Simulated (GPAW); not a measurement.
# Magnetic state of free-standing triangular Ni monolayer, spacing 2.356 A from several starts

Does free-standing triangular Ni monolayer, spacing 2.356 A prefer parallel or opposed moments, or none?

Method: LDA; plane waves with GPAW's PAW setups, scalar-relativistic, in GPAW 26.7.0.

The raw output is cut from this account; settings, times and results stay.

## Step 1: The structure

The cell holds 1 atom: 1 Ni. Cell: a = 2.356 Å, b = 2.356 Å, c = 14.000 Å, α = 90.0°, β = 90.0°, γ = 120.0°. model lattice. Vacuum lies along c.

## Step 2: Start 1: ferro +

The parallel start comes first: it fits the smallest cell, keeps the most symmetry and shows whether parallel moments form.

order1.py reads:

```python
import json
import numpy as np
from ase import Atoms
from ase.parallel import paropen, parprint
from gpaw import GPAW

atoms = Atoms(['Ni'],
    cell=[[2.356, 0.0, 0.0],
         [-1.178, 2.040356, 0.0],
         [0.0, 0.0, 14.0]],
    scaled_positions=[[0.0, 0.0, 0.5]],
    pbc=True,
    magmoms=[1.0])
atoms.calc = GPAW(mode={'name': 'pw', 'ecut': 550},
    xc='LDA',
    kpts={'size': (14, 14, 1), 'gamma': True},
    occupations={'name': 'fermi-dirac', 'width': 0.1},
    convergence={'density': 1e-05, 'energy': 1e-05},
    maxiter=200,
    symmetry={'tolerance': 1e-4},
    txt='order1.txt')
e = atoms.get_potential_energy(force_consistent=True)
res = {'free_energy': e, 'energy_sigma0': atoms.get_potential_energy(), 'fermi_energy': atoms.calc.get_fermi_level()}
res['moments'] = atoms.get_magnetic_moments().tolist()
res['total'] = atoms.get_magnetic_moment()
parprint('site moments (muB):', np.round(res['moments'], 3))
parprint(f"total moment: {res['total']:.3f} muB")
parprint(f'free energy: {e:.6f} eV')
atoms.calc.write('order1.gpw')
with paropen('results.json', 'w') as f:
    json.dump(res, f)
```

On the command line:

```console
$ OMP_NUM_THREADS=1 mpirun -n 2 gpaw python order1.py > order1.log
```

It took 8.4 s on 2 MPI ranks of Intel Xeon 6975P-C (Granite Rapids), shared host; peak memory 0.39 GiB.

Read from the output:

```yaml
magnetization: 0.8307 μB
final_state: ferromagnetic
largest_moment: 0.8579 μB
```

After 14 cycles the largest moment stands at 0.858 μB.

## Step 3: Start 2: antiferro q=(0,1/2,0) +-

Reversing part of the moments tests the sign of the couplings between them.

This order needs a doubled cell of 2 atoms. Its mesh is chosen so that both cells sample the same points.

order2.py is the script of step 2 with these lines changed:

```diff
@@ -6,12 +6,13 @@
 
-atoms = Atoms(['Ni'],
+atoms = Atoms(['Ni', 'Ni'],
     cell=[[2.356, 0.0, 0.0],
-         [-1.178, 2.040356, 0.0],
+         [-2.356, 4.080712, 0.0],
          [0.0, 0.0, 14.0]],
-    scaled_positions=[[0.0, 0.0, 0.5]],
+    scaled_positions=[[0.0, 0.0, 0.5],
+         [0.0, 0.5, 0.5]],
     pbc=True,
-    magmoms=[1.0])
+    magmoms=[1.0, -1.0])
 atoms.calc = GPAW(mode={'name': 'pw', 'ecut': 550},
     xc='LDA',
-    kpts={'size': (14, 14, 1), 'gamma': True},
+    kpts={'size': (14, 7, 1), 'gamma': True},
     occupations={'name': 'fermi-dirac', 'width': 0.1},
@@ -20,3 +21,3 @@
     symmetry={'tolerance': 1e-4},
-    txt='order1.txt')
+    txt='order2.txt')
 e = atoms.get_potential_energy(force_consistent=True)
@@ -28,3 +29,3 @@
 parprint(f'free energy: {e:.6f} eV')
-atoms.calc.write('order1.gpw')
+atoms.calc.write('order2.gpw')
 with paropen('results.json', 'w') as f:
```

On the command line:

```console
$ OMP_NUM_THREADS=1 mpirun -n 2 gpaw python order2.py > order2.log
```

The job ended after 3.6 min (2 MPI ranks; peak memory 0.64 GiB).

The run ended with an error.

The program's message: “AssertionError: {'density': np.True_, 'energy': np.False_, 'eigenstates': True}”

## Step 4: Order 3, typed as no spin polarisation

Without spin polarisation no moment can form, so the difference from the other runs is what forming moments gains.

nospin.py reads:

```python
import json
import numpy as np
from ase import Atoms
from ase.parallel import paropen, parprint
from gpaw import GPAW

atoms = Atoms(['Ni'],
    cell=[[2.356, 0.0, 0.0],
         [-1.178, 2.040356, 0.0],
         [0.0, 0.0, 14.0]],
    scaled_positions=[[0.0, 0.0, 0.5]],
    pbc=True)
atoms.calc = GPAW(mode={'name': 'pw', 'ecut': 550},
    xc='LDA',
    kpts={'size': (14, 14, 1), 'gamma': True},
    occupations={'name': 'fermi-dirac', 'width': 0.1},
    convergence={'density': 1e-05, 'energy': 1e-05},
    maxiter=200,
    symmetry={'tolerance': 1e-4},
    txt='nospin.txt')
e = atoms.get_potential_energy(force_consistent=True)
res = {'free_energy': e, 'energy_sigma0': atoms.get_potential_energy(), 'fermi_energy': atoms.calc.get_fermi_level()}
parprint(f'free energy: {e:.6f} eV')
atoms.calc.write('nospin.gpw')
with paropen('results.json', 'w') as f:
    json.dump(res, f)
```

On the command line:

```console
$ OMP_NUM_THREADS=1 mpirun -n 2 gpaw python nospin.py > nospin.log
```

It took 5.3 s on 2 MPI ranks; peak memory 0.35 GiB.

This step gave:

```
final state : non-magnetic (no spin polarisation)
```

It lies 48.6 meV a seeded atom over the first start.

## Step 5: Ranking

Energies are divided by the number of seeded atoms, so that cells of unlike size compare. Wavevectors q in the names are fractions of the reciprocal vectors of the first run's cell.

Orders:

```
               start    final state  typed order kept  energy over the lowest (meV a seeded atom)  largest site moment (μB)  net moment (μB a primitive cell)  mesh matched  CPU time (s)
             ferro +  ferromagnetic               yes                                           0                    0.8579                            0.8307           yes         16.28
no spin polarisation   non-magnetic                 -                                       48.58                         0                                 0           yes         10.17
```

## Step 6: What came out

| Quantity | Value |
| --- | --- |
| lower run | with moments |
| largest site moment | 0.858 μB |
| next state | non-magnetic, 48.6 meV a seeded atom higher |
| energy gained by spin polarisation | 48.6 meV a seeded atom |

No opposed order could be compared. The parallel start holds moments up to 0.858 μB. 1 start gave no converged result and is missing from the ranking; a lower order may hide there. No antiferromagnetic order was obtained, so the session says nothing on how the moments order.

[Long decimals in the printed logs are rounded to 6 places.]

[Logs and program files are shortened in this print: banners, set-up blocks, solver, clock and traceback lines can be left out without a mark of their own.]

[Logs are printed without paths, hosts, clocks, repeated set-up lines and the standing remarks that a program may print on its own settings, such as how far it seeks lower states.]

[Hosts, paths, dates, database ids (printed as entryN), source tags and the programs' standing remarks are cut or masked in the printed files.]

[Where the starting crystal was built by hand or by swapping elements, it need not be the compound's stable phase.]

[Where a cell is said to come from a database of computed structures, the database is the Materials Project.]

[Runs that the program refused, that were killed for memory or that had too few empty states are not shown or counted.]

[Lattice constants of own cells that a recipe calls measured were typed without a cited source.]
